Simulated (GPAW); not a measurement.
# Ballistic transport through 1,4-diisocyanobenzene between two Ir chains, cheap and dear, part 2 of 2

Aim: T(E), conductance and thermopower of 1,4-diisocyanobenzene between two Ir chains, and what cheaper settings cost in accuracy.

GPAW 26.7.0; GPAW LCAO, PAW setups; Landauer transmission from Green's functions with principal layers (ASE), zero bias.

So far, transmission at the Fermi level (one spin): step 2 (double-zeta polarised basis, PBE, GPAW) 0.186; step 3 (basis szp(dzp), PBE, GPAW) 0.388; step 4 (basis sz(dzp), PBE, GPAW) 0.494; step 5 (LDA) 0.190.

## Step 7: The levels side by side

The curves are compared point by point over the common energies.

This step: comparison of transmission and cost over codes and levels (GPAW 26.7.0).

Ladder, by row:

```
   step  code  T at the Fermi level (sum over the listed spins)  conductance (G0)  r.m.s. T(E) from the first  wall time (s)  peak memory (GiB)  threads
    dzp  GPAW                                            0.1857            0.1856                           0          342.8               2.39        1
    szp  GPAW                                            0.3883            0.3883                      0.2645          224.2               2.31        1
     sz  GPAW                                            0.4944            0.4941                      0.2793          193.3               2.22        1
dzp-LDA  GPAW                                              0.19            0.1899                     0.03408          294.2               2.39        1
```

Transmission, zone mean, sum over the listed spins against energy, zero at the Fermi level:

```csv
energy (eV),dzp,szp,sz,dzp-LDA
-3.0000,0.240,0.0356,0.0168,0.325
-2.7750,0.0779,0.0263,0.0154,0.0936
-2.4750,0.0446,0.0230,0.0156,0.0501
-2.2500,0.0366,0.0228,0.0169,0.0399
-2.0250,0.0330,0.0241,0.0197,0.0353
-1.7250,0.0326,0.0285,0.0258,0.0343
-1.5000,0.0346,0.0335,0.0321,0.0361
-1.2750,0.0378,0.0403,0.0406,0.0392
-0.9750,0.0455,0.0553,0.0600,0.0463
-0.7500,0.0568,0.0781,0.0897,0.0575
-0.5250,0.0778,0.122,0.148,0.0787
-0.2250,0.130,0.242,0.309,0.132
0.0000,0.186,0.388,0.494,0.190
0.2250,0.248,0.572,0.702,0.255
0.5250,0.360,0.863,0.948,0.365
0.6750,0.451,0.977,0.999,0.454
0.7500,0.511,0.998,0.990,0.512
0.9750,0.748,0.884,0.846,0.745
1.2750,0.995,0.587,0.588,0.996
1.5000,0.889,0.413,0.429,0.880
1.7250,0.490,0.247,0.252,0.476
2.0250,3.9e-8,3.5e-8,4.2e-7,1.3e-7
2.2500,0,9.3e-10,3.5e-7,0
2.4750,1.6e-7,7.0e-6,4.2e-7,0
2.7750,3.0e-6,0.947,0.891,2.1e-6
3.0000,0.998,0.998,0.970,0.987
```

## Step 8: Another change of settings

A last run, with other settings again.

This step: GPAW LCAO, PAW setups; Landauer transmission from Green's functions with principal layers (ASE), zero bias (GPAW 26.7.0).

Input file run.py:

```python
import json
import numpy as np
from ase import Atoms
from ase.transport.calculators import TransportCalculator
from gpaw import GPAW, FermiDirac
from gpaw.lcao.tools import get_lcao_hamiltonian
from scipy.linalg import eigh

# The junction with lead layers at both ends, along the third cell vector
device = Atoms(
    ['Ir', 'Ir', 'Ir', 'Ir', 'Ir', 'Ir', 'Ir', 'C', 'N', 'C', 'H', 'H', 'C', 'C', 'C', 'C', 'H', 'H', 'C', 'N', 'C', 'Ir', 'Ir', 'Ir', 'Ir', 'Ir', 'Ir', 'Ir'],
    positions=[
        [5.40801, 4.50000, 1.15000],
        [5.40801, 4.50000, 3.45000],
        [5.40801, 4.50000, 5.75000],
        [5.40801, 4.50000, 8.05000],
        [5.40801, 4.50000, 10.35000],
        [5.40801, 4.50000, 12.65000],
        [5.40801, 4.50000, 14.95000],
        [5.40801, 4.50000, 17.06000],
        [5.40801, 4.50000, 18.23178],
        [5.40801, 4.50000, 19.62006],
        [3.25000, 4.49999, 19.75143],
        [7.56602, 4.50001, 19.75143],
        [6.62769, 4.50000, 20.30032],
        [4.18833, 4.50000, 20.30032],
        [6.62769, 4.49999, 21.69540],
        [4.18833, 4.50000, 21.69540],
        [7.56601, 4.49999, 22.24430],
        [3.25001, 4.50000, 22.24430],
        [5.40801, 4.50000, 22.37567],
        [5.40801, 4.50000, 23.76394],
        [5.40801, 4.50000, 24.93572],
        [5.40801, 4.50000, 27.04572],
        [5.40801, 4.50000, 29.34572],
        [5.40801, 4.50000, 31.64572],
        [5.40801, 4.50000, 33.94572],
        [5.40801, 4.50000, 36.24572],
        [5.40801, 4.50000, 38.54572],
        [5.40801, 4.50000, 40.84572]],
    cell=[[10.81602, 0.0, 0.0], [0.0, 9.0, 0.0], [0.0, 0.0, 41.99572]],
    pbc=True)

# One principal layer of the lead: the first 5 atoms of the device
lead = Atoms(
    ['Ir', 'Ir', 'Ir', 'Ir', 'Ir'],
    positions=[
        [5.40801, 4.50000, 1.15000],
        [5.40801, 4.50000, 3.45000],
        [5.40801, 4.50000, 5.75000],
        [5.40801, 4.50000, 8.05000],
        [5.40801, 4.50000, 10.35000]],
    cell=[[10.81602, 0.0, 0.0], [0.0, 9.0, 0.0], [0.0, 0.0, 11.5]],
    pbc=True)

settings = dict(mode='lcao', basis='dzp', xc='PBE', h=0.4,
                occupations=FermiDirac(0.1), maxiter=50,
                mixer=dict(beta=0.1, nmaxold=8, weight=100.0),
                convergence=dict(density=0.0001))
energies = np.arange(-3, 3 + 1e-9, 0.075)
eta = 0.0001
n1, n2 = 1, 1
# k and -k transmit alike, so half of the mesh across the current serves
mesh = [(i, j) for i in range(n1) for j in range(n2) if (i, j) <= (-i % n1, -j % n2)]
weights = np.array([1 if (i, j) == (-i % n1, -j % n2) else 2 for i, j in mesh]) / (n1 * n2)


def ground_state(atoms, size, txt):
    atoms.calc = GPAW(kpts={'size': size, 'gamma': True}, symmetry={'tolerance': 1e-3}, txt=txt, **settings)
    atoms.get_potential_energy()
    return atoms.calc.get_fermi_level()


def blocks(atoms, fermi, points, nz, cells):
    """H - E_F S and S between cell 0 and the cells above it, at each point across the current."""
    kz = np.arange(nz) / nz
    calc = atoms.calc.fixed_density(kpts=[(*k, z) for k in points for z in kz], symmetry='off', txt=None)
    H, S = get_lcao_hamiltonian(calc)
    H = (H - fermi * S).reshape(len(H), len(points), nz, *S.shape[1:])
    S = S.reshape(H.shape[1:])
    phases = [np.exp(-2j * np.pi * kz * R) / nz for R in cells]
    return [(np.einsum('skzij,z->ksij', H, p), np.einsum('kzij,z->kij', S, p)) for p in phases]


def pair(a, b):
    return np.block([[a, b], [b.T.conj(), a]])


def count_channels(h, s, cells, nk=240):
    """Half the number of times that the lead's bands cross each energy, unfolded to its shortest repeat."""
    b = len(h) // cells
    bands = []
    for k in (np.arange(nk + 1) + 0.5) / nk:
        hk, sk = h[:b, :b].copy(), s[:b, :b].copy()
        for R in range(1, cells):
            phase, block = np.exp(2j * np.pi * k * R), slice(R * b, (R + 1) * b)
            hk += h[:b, block] * phase + (h[:b, block] * phase).T.conj()
            sk += s[:b, block] * phase + (s[:b, block] * phase).T.conj()
        w, u = eigh(sk)
        x = u[:, w > 1e-5] / w[w > 1e-5]**0.5  # drop near-dependent combinations
        bands.append(np.r_[eigh(x.T.conj() @ hk @ x, eigvals_only=True), [1e9] * (w <= 1e-5).sum()])
    below = np.array(bands)[:, :, None] < energies
    return (below[1:] != below[:-1]).sum((0, 1)) / 2


fermi_lead = ground_state(lead, (1, 1, 10), 'lead.txt')
fermi_device = ground_state(device, (1, 1, 2), 'device.txt')
T, channels, eigen, tail, misfit, shifts = [], [], [], 0.0, 0.0, []
for first in range(0, len(mesh), 141):
    points = [(i / n1, j / n2) for i, j in mesh[first:first + 141]]
    (H0k, S0k), (H1k, S1k), (H2k, _) = blocks(lead, fermi_lead, points, 5, range(3))
    [(Hk, Sk)] = blocks(device, fermi_device, points, 2, [0])
    tail = max(tail, abs(H2k).max())
    for H0, S0, H1, S1, H, S in zip(H0k, S0k, H1k, S1k, Hk, Sk):
        n = len(S0)
        # Shift the lead onto the potential of the device's first layer
        shift = ((H[:, 0, 0] - H0[:, 0, 0]) / S0[0, 0]).real.mean()
        shifts.append(shift)
        misfit = max(misfit, abs(H[:, :n, :n] - H0 - shift * S0).max())
        Tk, Ck, Ek = [], [], []
        for s in range(len(H)):
            t = s % len(H0)  # a lead without moments serves both spins
            h1, s1 = pair(H0[t] + shift * S0, H1[t] + shift * S1), pair(S0, S1)
            leads = dict(h1=h1, s1=s1, energies=energies, eta=eta, eta1=eta, eta2=eta)
            calc = TransportCalculator(h=H[s], s=S, eigenchannels=3, **leads)
            Tk.append(calc.get_transmission())
            Ek.append(np.sort(calc.eigenchannels_ne, axis=0)[::-1])
            Ck.append(count_channels(h1, s1, 10))
        T.append(Tk)
        channels.append(Ck)
        eigen.append(Ek)
T, channels = np.array(T), np.array(channels)
mean, open_channels = np.einsum('kse,k->se', T, weights), np.einsum('kse,k->se', channels, weights)

print(f'basis functions: device {len(S)}, principal layer {n}')
print(f'Fermi level: lead {fermi_lead:.4f} eV, device {fermi_device:.4f} eV; lead shifted by {np.mean(shifts):.4f} eV')
print(f'largest coupling past the next layer {tail:.2e} eV, largest misfit of the first layer {misfit:.3f} eV')
print('  E-E_F (eV)   ' + 'T (one spin)  channels')
for e, t, c in zip(energies, mean.T, open_channels.T):
    print(f'{e:10.3f}  ', *[f'{x:11.4e}' for x in t], *[f'{x:9.4f}' for x in c])

kT = 8.617333e-5 * 200
fine = np.linspace(energies[0], energies[-1], 4001)
both = np.exp(np.interp(fine, energies, np.log(np.maximum(mean.sum(0) * 2 / len(mean), 1e-30))))
fermi = lambda mu: 1 / (1 + np.exp(np.clip((fine - mu) / kT, -200, 200)))
slope = fermi(0) * (1 - fermi(0)) / kT
G = np.trapezoid(both * slope, fine) / 2
seebeck = -np.trapezoid(both * slope * fine, fine) / (2 * G * 200) * 1e6
print(f'conductance at 200 K: {G:.5g} G0 a cell; thermopower {seebeck:.4g} uV/K')
bias = [0.1, 0.2, 0.5, 1.0, 1.5, 2.0]
current = [38.74 * np.trapezoid(both * (fermi(V / 2) - fermi(-V / 2)), fine) for V in bias]
for V, I in zip(bias, current):
    print(f'current from the zero-bias T(E) at {V} V: {I:.5g} uA')
zero = abs(energies).argmin()
json.dump(dict(energies=energies.tolist(), T=mean.tolist(), channels=open_channels.tolist(), G=G, seebeck=seebeck,
               bias=bias, current=current, tail=tail, misfit=misfit, shift=np.mean(shifts), n_device=len(S), n_lead=n,
               fermi=[fermi_lead, fermi_device], energy=device.get_potential_energy(),
               moments=device.get_magnetic_moments().tolist(), mesh=mesh, weights=weights.tolist(),
               T_k=T[:, :, zero].tolist(), eigen=np.array(eigen[0]).tolist()), open('result.json', 'w'))
```

The run is started by

```console
$ OMP_NUM_THREADS=1 OPENBLAS_NUM_THREADS=1 python run.py
```

Elapsed: 2 min, on 1 thread of Intel Xeon Platinum 8488C (Sapphire Rapids), shared host; peak memory 0.73 GiB.

The run finished. A setting was moved off its sound value on purpose, so it serves as a test and not as the result.

The fault put into the input: a grid far too coarse (h = 0.4).

The two runs compared:

| quantity | this run | sound run | difference |
| --- | --- | --- | --- |
| conductance (G₀) | 0.21890 | 0.18563 | 0.0333 |
| largest coupling past the next principal layer (eV) | 1.486e-6 | 1.484e-6 | 2.0e-9 |
| largest misfit of the first principal layer (eV) | 0.20957 | 0.22017 | -0.0106 |
| shift that aligns the lead (eV) | -0.015118 | -0.0079922 | -0.00713 |
| transmission at the Fermi level (one spin) | 0.21899 | 0.18570 | 0.0333 |

The two runs differ clearly in the transmission at the Fermi level (one spin): 0.219 against 0.186.

## Step 9: What came out

```json
{
  "conductance": "0.186 G₀",
  "transmission at the Fermi level, mean of the spins": "0.186"
}
```

In the dzp basis the junction conducts 0.186 G₀ at 200 K, with T = 0.186 a spin at the Fermi level; no smaller basis tried comes within 10 % of that conductance. At the Fermi level one eigenchannel carries the current (0.19). Measured against the first run (dzp), the nearest curve is that of dzp-LDA (r.m.s. 0.034) and the farthest that of sz (0.28). Over the compared runs wall time goes from 193 s (sz) to 343 s (dzp), on a shared host. The geometry was built from estimated bond lengths and not relaxed, so the numbers describe this model structure. The run had no spin polarisation, so a magnetic state, which chains and small molecules with open shells often have, wasn't tested. Spin-orbit coupling is left out, which matters for the heavy atoms here. Semilocal functionals put molecular levels too near the Fermi level, so such conductances usually come out too high, and chain electrodes have a sharper density of states than real ones. An evenly spaced straight chain is an idealisation: free chains tend to dimerise, zigzag or, where a band edge lies near the Fermi level, turn magnetic. The currents use the zero-bias T(E) throughout, which holds only while the bias is small against the distance to the nearest feature. The thermopower isn't quoted: it samples T(E) farther from the Fermi level than the conductance does, and the energy grid wasn't tested for it.

[Logs are printed without paths, hosts, clocks, repeated set-up lines and the standing remarks that a program may print on its own settings, such as how far it seeks lower states.]

[Hosts, paths, dates, database ids (printed as entryN), source tags and the programs' standing remarks are cut or masked in the printed files.]
